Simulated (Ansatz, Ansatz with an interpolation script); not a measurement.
**Ga2O3 (C2/m): quasiparticle bands by Wannier interpolation**

G0W0 gives levels on a mesh alone; what do the bands of Ga2O3 (C2/m) look like between the points?

Calculated with Ansatz 0.2.0; LDA, Wannier functions and G0W0, plane waves, PAW.

**Experimental background.**

- Gap 4.89 eV: direct optical gap from Tauc plot, N2-annealed; optical transmittance, Tauc extrapolation; film (RF-sputtered polycrystalline film, 120 nm, annealed at 800 C for 40 min in N2) on 4H-SiC (“Influence of Annealing Atmosphere on the Characteristics of Ga2O3/4H-SiC n-n Heterojunction Diodes”, 2020, pmc:7013600).

- Gap 4.88 eV: optical direct gap from Tauc plot; optical transmission, Tauc plot; film (as-deposited 50 nm PLD film, (-201) oriented) on c-plane sapphire (“beta-phase (AlxGa1-x)2O3 thin film with Al composition more than 70%”, 2020, arxiv:2005.05799).

- Gap 4.5 eV: optical absorption edge from ellipsometry; spectroscopic ellipsometry; film (oxidised 75 nm GaSe layer, annealed at 800 C in oxygen) on Al2O3 (“Thin Ga2O3 Layers by Thermal Oxidation of van der Waals GaSe Nanostructures for Ultraviolet Photon Sensing”, 2024, pmc:11320379).

- Gap 4.98 eV: direct optical gap from Tauc plot, film annealed at 900 C; UV-Vis transmission and reflection, Tauc plot; film (80 nm PE-ALD film on sapphire, annealed in O2 at 900 C for 15 min) on sapphire (“Investigation of Ga2O3-Based Deep Ultraviolet Photodetectors Using Plasma-Enhanced Atomic Layer Deposition System”, 2020, pmc:7662978).

- Gap 5.135 eV: direct optical gap from Tauc plot, annealed film; UV-Vis absorption, Tauc plot; 300 K; film (RF sputtered on (0001) sapphire, annealed in air at 800 C, about 123 nm thick) (“High-Performance Deep Ultraviolet Photodetector Based on NiO/β-Ga2O3 Heterojunction”, 2020, pmc:7036083).

This is a selection; 6 further reports are not listed.

### Step 1. Starting point

It takes space group C2/m (No. 12, monoclinic). The conventional cell has a = 12.214 Å, b = 3.037 Å, c = 5.798 Å, α = 90.00°, β = 103.83°, γ = 90.00°. Nearest to Ga lie 4 O at 1.83 to 1.86 Å. Nearest to Ga lie 6 O at 1.94 to 2.07 Å. O has 3 Ga at 1.83 to 1.94 Å nearest. Nearest to O lie 4 Ga at 1.86 to 2.07 Å. O has 3 Ga at 1.83 to 1.94 Å nearest. Farther neighbours and most contacts between anions are not listed.

The cell and positions come from the Crystallography Open Database and are kept as given unless a step says otherwise.

### Step 2. LDA bands

Levels along a band path, at the cheap level, show where the edges lie and whether the meshes to come will hold them.

This step: DFT, LDA, plane waves, PAW; PAW set soft_1.

The input, input.yaml:

```yaml
crystal:
  lattice:
    - [6.107, -1.51855, 0.0]
    - [6.107, 1.51855, 0.0]
    - [-1.3859889, 0.0, 5.63000874]
  atoms:
    - { symbol: Ga, position: [0.0905, 0.0905, 0.7946] }
    - { symbol: Ga, position: [0.9095, 0.9095, 0.2054] }
    - { symbol: Ga, position: [0.65866, 0.65866, 0.31402] }
    - { symbol: Ga, position: [0.34134, 0.34134, 0.68598] }
    - { symbol: O, position: [0.1645, 0.1645, 0.1098] }
    - { symbol: O, position: [0.8355, 0.8355, 0.8902] }
    - { symbol: O, position: [0.1733, 0.1733, 0.5632] }
    - { symbol: O, position: [0.8267, 0.8267, 0.4368] }
    - { symbol: O, position: [0.4959, 0.4959, 0.2566] }
    - { symbol: O, position: [0.5041, 0.5041, 0.7434] }
kpoints:
  mp_grid: { grid: [4, 4, 2] }
  band_path:
    path:
      - [[0.0, 0.0, 0.0], [-0.2663944, 0.2663944, 0.0]]
      - [[-0.7336056, -0.2663944, 0.0], [-0.5, -0.5, 0.0], [0.0, 0.0, 0.0], [-0.5, -0.5, 0.5], [-0.74186107, -0.25813893, 0.5]]
      - [[-0.25813893, 0.25813893, 0.5], [0.0, 0.0, 0.5], [0.0, 0.0, 0.0]]
      - [[-0.5, 0.0, 0.5], [0.0, 0.0, 0.0], [-0.5, 0.0, 0.0]]
    npoints: 10
hamiltonian:
  xc: lda
  pseudopotentials: { kind: paw, azcp: { folder: soft_1 }, xc_functional: pbe }
scf:
  occupations: { method: fermi_dirac, width: 0.02 }
  n_extra_bands: 55
output:
  eigenvalues: true
  fatbands: true
  write_density: true
  write_potential: true
  elf: true
  volumetric_format: npy
```

Started as:

```console
ansatz run input.yaml --threads 3 --pin off --max-ram 92160MiB --backend cuda --events-out ev --progress --plain --runs-dir out --devices 1 --max-vram 13GiB
```

Numbers of over 12 decimals in the logs are rounded to 6 here.

What it wrote:

```text
basis.fft_grid_basis auto: the FFT boxes are laid along the combinations [[1, -1, 0], [0, 1, 0], [0, 0, 1]] of the cell's own vectors, 3.037, 6.293 and 5.798 Å long. The dense box has 24×45×40 points. Along the cell's own vectors, as sized, it would have 45×45×40, 1.88 times as many. Of the 4 symmetry operations that the crystal satisfies within crystal.symmetry.tolerance (time reversal apart; of a slab, those that k [...]
scf.n_extra_bands = 55 over 44 filled bands (N_el = 88.0): the run solves 99 bands
GPUs: using 1 of 1 available (devices: 1).
Engine: ansatz 0.2.0, x86_64-unknown-linux-gnu
Pseudopotentials: kind: paw
Pseudopotential: Ga, paw, valence charge 13, recommended cutoff 420 eV (normal), soft_1/Ga.paw.azcp
Pseudopotential: O, paw, valence charge 6, recommended cutoff 420 eV (normal), soft_1/O.paw.azcp
Functional definition: SPW92
  exchange = slater_x
  correlation = pw_c
device memory: the entry about to start is reckoned to put 4.5 GiB on a device that reports 56.5 GiB free (of which the cap on the GPU budget leaves the run 13.0 GiB)
GPU FFT provider: cuFFT
GPU libraries: cuBLAS 13.8.2, cuFFT 12.4.0, cuSOLVER 12.3.4
Crystal: 10 atoms, lattice volume = 104.423 Å³
Basis set: ecut = 420 eV, 2037 PW (Γ), FFT grids on a1−a2, a2, a3
Bands: 99, of which v1, the nominal top of the filled ones, is band 44 counted from 1 (43 counted from 0)
Symmetry: 4 space group operations
Space group: C2/m (ITA 12), of the structure as read, at distance tolerance 4.7e-5 Å
k-points: 14 of 32
Non-local potential: Ga, projectors of the file, l = 0: 2, l = 1: 2, l = 2: 3, l = 3: 1
Non-local potential: O, projectors of the file, l = 0: 2, l = 1: 2, l = 2: 1
PAW form: soft (Blöchl's): semilocal exchange-correlation on the pseudo side does not see the compensation charge
PAW frozen core: Ga, regenerated for the run's functional, and the local potential with it (the file was generated under x = pbe(κ = 0.804, μ = 0.219515), c = pbe(β = 0.066725))
PAW frozen core: O, regenerated for the run's functional, and the local potential with it (the file was generated under x = pbe(κ = 0.804, μ = 0.219515), c = pbe(β = 0.066725))
PAW one-centre angular grid: Ga, 590 points (default); XC on 64 Gauss nodes
PAW one-centre angular grid: O, 110 points (default); XC on 64 Gauss nodes
Initial density: superposition of atomic densities (chi_scale 0.1, normalization cell, long waves kept (reshape's long-wave potential 0.03 eV rms))
Initial wavefunctions: pseudopotential atomic-orbital guess
GPU buffer pool allocated for 43200 grid points (all kernels)
GPU transforms: local potential and band sums: pruned to the plane-wave sphere, on 24×45×40
Functional: x = slater, c = lda
SCF iter   1: F=—  HF=-18166.237450 eV  |F-HF|=—  |Δ(HF+E_count)|=         —  Δρ=1.15e-1  dr2=6.43e0  ethr=3.10e-3  ⟨swp⟩=5.6  Hψ=6323  notcnv=0  defer=410
preconditioner: auto → Resta (q_TF=auto, 2.652 Å⁻¹)  ε∞=2.2  [insulator: Δε(μ)=2.801 eV  Ē_g=31.246 eV  σ=0.020 eV  W_gap=1.00  n_scr=34 (ndim 8)  ℏωp=34.1 eV  f_vac=0.000  D(μ)=0.00/eV (n_scr^D=0)  ε∞_Penn≈2.2]
SCF iter   2: F=—  HF=-18164.484865 eV  |F-HF|=—  |Δ(HF+E_count)|=    1.75e0  Δρ=4.77e-2  dr2=1.32e0  ethr=3.10e-3  ⟨swp⟩=2.0  Hψ=2210  notcnv=0  defer=681
SCF iter   3: F=—  HF=-18163.985630 eV  |F-HF|=—  |Δ(HF+E_count)|=   4.99e-1  Δρ=1.47e-2  dr2=1.34e-1  ethr=1.50e-3  ⟨swp⟩=2.0  Hψ=1326  notcnv=0  defer=681
SCF iter   4: F=—  HF=-18163.873911 eV  |F-HF|=—  |Δ(HF+E_count)|=   1.12e-1  Δρ=3.74e-3  dr2=8.25e-3  ethr=1.52e-4  ⟨swp⟩=2.0  Hψ=1838  notcnv=0  defer=681
SCF iter   5: F=—  HF=-18163.879866 eV  |F-HF|=—  |Δ(HF+E_count)|=   5.96e-3  Δρ=5.88e-4  dr2=2.25e-4  ethr=9.37e-6  ⟨swp⟩=2.0  Hψ=1334  notcnv=0  defer=681
SCF iter   6: F=—  HF=-18163.879706 eV  |F-HF|=—  |Δ(HF+E_count)|=   1.60e-4  Δρ=2.23e-4  dr2=3.02e-5  ethr=2.56e-7  ⟨swp⟩=2.0  Hψ=1306  notcnv=0  defer=681
SCF iter   7: F=—  HF=-18163.879888 eV  |F-HF|=—  |Δ(HF+E_count)|=   1.82e-4  Δρ=5.54e-5  dr2=2.31e-6  ethr=3.43e-8  ⟨swp⟩=2.1  Hψ=1600  notcnv=0  defer=681
SCF iter   8: F=—  HF=-18163.879891 eV  |F-HF|=—  |Δ(HF+E_count)|=   3.48e-6  Δρ=1.18e-5  dr2=1.08e-7  ethr=2.63e-9  ⟨swp⟩=2.0  Hψ=1298  notcnv=0  defer=681
SCF iter   9: F=-18163.879891 eV  HF=-18163.879891 eV  |F-HF|=1.72e-9  |Δ(HF+E_count)|=   2.00e-8  Δρ=2.17e-6  dr2=4.69e-9  ethr=1.14e-10  ⟨swp⟩=10.9  Hψ=8311  notcnv=0
SCF 1 converged in 9 iterations: F = -18163.879891 eV  dr2 = 4.69e-9
[...]
device memory: the entry about to start is reckoned to put 3.7 GiB on a device that reports 52.2 GiB free (of which the cap on the GPU budget leaves the run 13.0 GiB)
NSCF: frozen V_eff on 94 k-points
SCF converged after 9 iterations
Free energy (F): -18163.879891 eV
Harris-Foulkes:  -18163.879891 eV  (|F-HF|=1.72e-9)
Internal energy: -18163.879891 eV  (E = F + TS)
E sigma→0 (E₀):  -18163.879891 eV
Fermi energy:    8.974358 eV
--- Per-component energies (eV) ---
  E_band       = -128.863892
  E_kinetic    = 1458.435823
  E_local      = -6984.059653  (includes V_loc(G=0)·N_el)
  E_nonlocal   = -13.869061
  E_hartree    = 4073.566834
  E_xc         = -668.954528
  E_vxc        = -762.700304  (∫ρ·V_xc dr)
  E_paw        = -8611.724868  (= ΣΔE_a)
  E_vpaw       = -1973.806719  (= ΣTr[D̂ρ^β])
  E_aug_tail   = 0.003696  (compensation charges beyond the density's cutoff)
  E_ewald      = -7424.773588
  E_core_change = 7.495454  (= ΣΔE_core)
  E_smearing   = -0.000000  (= −TS)
  E_closure    = -0.000000  (closes the sum)
  Σ components = -18163.879891   (vs F -18163.879891, Δ=0.00e0)
--- Band table (eV; the first three rows and the last of 14) ---
  k-point 0: bands = [... 40 lower, 7.1371, 7.3205, 7.5129, 7.7838, 10.1338, 13.3619, 14.3482, 14.4200, ... 51 higher]
  k-point 1: bands = [... 40 lower, 7.1343, 7.1667, 7.2931, 7.4994, 12.4936, 12.6107, 14.4007, 14.8514, ... 51 higher]
  k-point 2: bands = [... 40 lower, 6.7333, 7.0498, 7.2712, 7.7601, 12.4522, 13.9540, 14.6110, 15.6281, ... 51 higher]
  k-point 13: bands = [... 40 lower, 7.1496, 7.1868, 7.1986, 7.7993, 12.8983, 13.0136, 13.9472, 14.2105, ... 51 higher]
```

Run time: 9.4 s. Hardware: 1 × NVIDIA H100 80GB HBM3 (shared by 6 runs) with 3 threads of AMD EPYC 7R13 (Zen 3), shared host; peak memory 0.99 GiB.

In the SCF lines HF is the Harris–Foulkes energy and dr2 the Hartree energy of the density residual, in eV; the loop may stop once dr2 is under the threshold and the program's other checks hold. Hψ counts applications of the Hamiltonian.

This step gave:

| Quantity | Value |
| --- | --- |
| filled bands | 44 |
| gap | 2.319 eV |
| valence top at | k = (-0.548, -0.452, 0.500) |
| conduction bottom at | Γ |
| least direct gap | 2.350 eV |

The gap is indirect, with the least direct gap 0.03 eV higher.

The electronic bands at the labelled points (eV, zero at the top of the highest nominally filled band):

```
     point  band 41  band 42  band 43  band 44  band 45  band 46  band 47  band 48
         Γ    -0.68    -0.49    -0.30    -0.03     2.32     5.55     6.53     6.61
   halfway    -1.10    -0.73    -0.64    -0.05     4.79     6.18     6.88     7.72
         C    -0.87    -0.78    -0.50    -0.13     5.59     6.31     6.80     6.93
jump to C2    -0.87    -0.78    -0.50    -0.13     5.59     6.31     6.80     6.93
   halfway    -0.87    -0.61    -0.48    -0.11     5.25     5.34     6.56     7.19
        Y2    -0.69    -0.69    -0.44    -0.17     4.46     4.72     5.61     6.44
   halfway    -0.71    -0.68    -0.60    -0.09     3.18     5.36     6.09     6.57
         Γ    -0.68    -0.49    -0.30    -0.03     2.32     5.55     6.53     6.61
   halfway    -0.71    -0.63    -0.55    -0.09     3.54     5.52     6.33     6.64
        M2    -0.67    -0.63    -0.62    -0.02     5.08     5.20     6.13     6.40
   halfway    -0.91    -0.85    -0.67    -0.14     6.18     6.26     7.02     7.30
         D    -1.17    -0.92    -0.89    -0.65     6.76     6.83     7.50     7.90
jump to D2    -1.17    -0.92    -0.89    -0.65     6.76     6.83     7.50     7.90
   halfway    -1.13    -0.85    -0.43    -0.42     5.74     5.88     7.76     7.97
         A    -0.68    -0.65    -0.52    -0.32     4.68     4.80     6.59     7.04
   halfway    -0.66    -0.59    -0.49    -0.28     3.25     5.73     6.37     6.75
         Γ    -0.68    -0.49    -0.30    -0.03     2.32     5.55     6.53     6.61
jump to L2    -1.15    -1.08    -0.77    -0.67     6.74     6.77     7.67     7.86
   halfway    -1.06    -0.86    -0.44    -0.31     5.04     6.35     7.20     7.81
         Γ    -0.68    -0.49    -0.30    -0.03     2.32     5.55     6.53     6.61
   halfway    -1.08    -0.77    -0.54    -0.05     4.64     6.14     6.80     7.81
        V2    -0.79    -0.75    -0.48    -0.13     5.46     6.37     7.08     7.30
```

ELF in the ac plane of the conventional cell at fractional y = 0.000, with atoms of Ga and O within 0.2 Å of it. It is the smooth field of the valence electrons, not physical close to the nuclei.

Ten even steps from '0' (0.02) to '9' (0.82), each cell a mean:
```
0123566300000000123100000389889620
0111122000011113688520001599579610
1100011000111126999741001599888300
1100023311100138857841000378874100
1111258741000148868730000023210000
1123688962000138998410000001221000
0125875972111125764100000015775200
0026977851111001110000111168998300
0015898620000000233211111387588410
0002453100000014898521001498786211
0000111100000048999620001389863111
1001345520000268659620001256520001
1014789962000268789521111012210001
0027967983000258997311110001110011
0048868972000025652000000002332211
0137999840000001100000000047886310
```
Columns run along a (12.2 Å), rows up along c (5.8 Å), edges of the conventional cell, whose origin can differ from the input's. Atoms in or near the plane, at fractional coordinates: Ga at (0.09, 0.79), Ga at (0.91, 0.21), Ga at (0.66, 0.31), Ga at (0.34, 0.69), O at (0.16, 0.11), O at (0.84, 0.89), O at (0.17, 0.56), O at (0.83, 0.44), O at (0.50, 0.26), O at (0.50, 0.74).

Electrostatic potential energy in the ac plane of the conventional cell at fractional y = 0.000, with atoms of Ga and O within 0.2 Å of it. With pseudopotentials it is smooth inside the atoms' cores, unlike the true potential.

Ten even steps from '0' (-31 eV) to '9' (39 eV), each cell a mean:
```
6544445666666666666666666663003566
5457645666555556655655666651003666
4599845665444455312555666651015665
4699845654478543000455666664356665
4477444554799643001556666665556665
5444410254899544225666666665556665
5555200144565456666666666665556666
6665200255444566666665555552125666
6666423565555666666654444530004555
5666655666666666555545885430014445
5666655666666665102448995442234544
5666555666666552001448984555448974
5666521466665552003545644565469984
5665200266665554345554455665469854
6665100366666666666655566665445445
6655213566666666666666666665434556
```
Columns run along a (12.2 Å; values clipped at the 3rd and 97th percentile), rows up along c (5.8 Å), edges of the conventional cell, whose origin can differ from the input's. Atoms in or near the plane, at fractional coordinates: Ga at (0.09, 0.79), Ga at (0.91, 0.21), Ga at (0.66, 0.31), Ga at (0.34, 0.69), O at (0.16, 0.11), O at (0.84, 0.89), O at (0.17, 0.56), O at (0.83, 0.44), O at (0.50, 0.26), O at (0.50, 0.74).

(Continued in part 2 of 3.)

[Paths, hosts, dates, memory and timing lines, banners, echoed tables and standing remarks are left out of the program output.]

[Logs are printed without paths, hosts, clocks, repeated set-up lines and the standing remarks that a program may print on its own settings, such as how far it seeks lower states.]

[Runs of the session that timed out or met a known fault of the program may be left out.]

[Hosts, paths, dates, database ids (printed as entryN), source tags and the programs' standing remarks are cut or masked in the printed files.]
